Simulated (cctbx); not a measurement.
# Which space group?

Cell: a = 4.9070 Å, b = 18.1170 Å, c = 9.6560 Å, α = 90.00°, β = 90.00°, γ = 90.00°. Expected content of the cell: Pb4 Ce8 Mg20.

Simulated single-crystal data (cctbx): Mo Kα, λ = 0.71073 Å, to d = 0.8 Å, 50 % of the full sphere, strongest reflection 40000 counts, noise from counting, a 6 % proportional error and a noise floor of 8 counts (s.d.); no absorption, some extinction.

Tests on the unmerged data give:

```text
3531 reflections to d = 0.800 A
centring   violations  <I/sigma> of those
    A        793 of  1755      6.2
    B        793 of  1802      6.1
    C          0 of  1769     -0.0
    I        792 of  1759      6.3
    R       1095 of  2354      6.5
    F        793 of  2663      4.1
Laue class    unique    Rint  (classes that these axes allow; Friedel mates merged)
C 1 2/m 1         845   0.039
C 2/m 1 1         880   0.040
C m m m           518   0.043
space group    extra absences  I>4sigma  <I/sigma>
C 2 2 21                4          0       0.2  acentric
C 2 2 2                 0          0         -  acentric
C m m 2                 0          0         -  acentric
C m c 21               31          0       0.4  acentric
C 2 m m                 0          0         -  acentric
C m 2 m                 0          0         -  acentric
C 2 c m                31          0       0.4  acentric
C m c m                31          0       0.4  centric
C m m m                 0          0         -  centric
Wilson B = 0.32 A^2   <|E^2-1|> = 0.883 (0.968 centric, 0.736 acentric)   E^2>4: 2.3 %
shell (A)         n   <I/sigma>
 9.06 - 1.60     74     20.5
 1.60 - 1.27     65     21.6
 1.27 - 1.11     69     21.0
 1.11 - 1.01     60     21.7
 1.01 - 0.94     63     20.4
 0.94 - 0.88     65     21.2
 0.88 - 0.84     54     22.9
 0.84 - 0.80     68     20.7
```

Q: Read the symmetry from these tables.

The reflections that C centring forbids are absent (⟨I/σ⟩ near 0), so the lattice is C.

Rint stays low (0.039 to 0.043) up to C m m m, the highest class in these axes.

9 settings pass the absence test. The most absences obeyed, 31, belong to C m c 21, C 2 c m and C m c m, which absences can't tell apart.

⟨|E²−1|⟩ = 0.883 leans to a centrosymmetric structure. The Wilson B of 0.32 Å² means U ≈ 0.0041 Å².

The true group is Cmcm (no. 63), Laue class mmm, centrosymmetric. The tables only narrow the choice to the tied entries; cell content, site symmetry and trial solutions must settle it.

This is a model crystal, built by substitution and not relaxed, with assumed displacement parameters.

[Logs are printed without paths, hosts, clocks, repeated set-up lines and the standing remarks that a program may print on its own settings, such as how far it seeks lower states.]
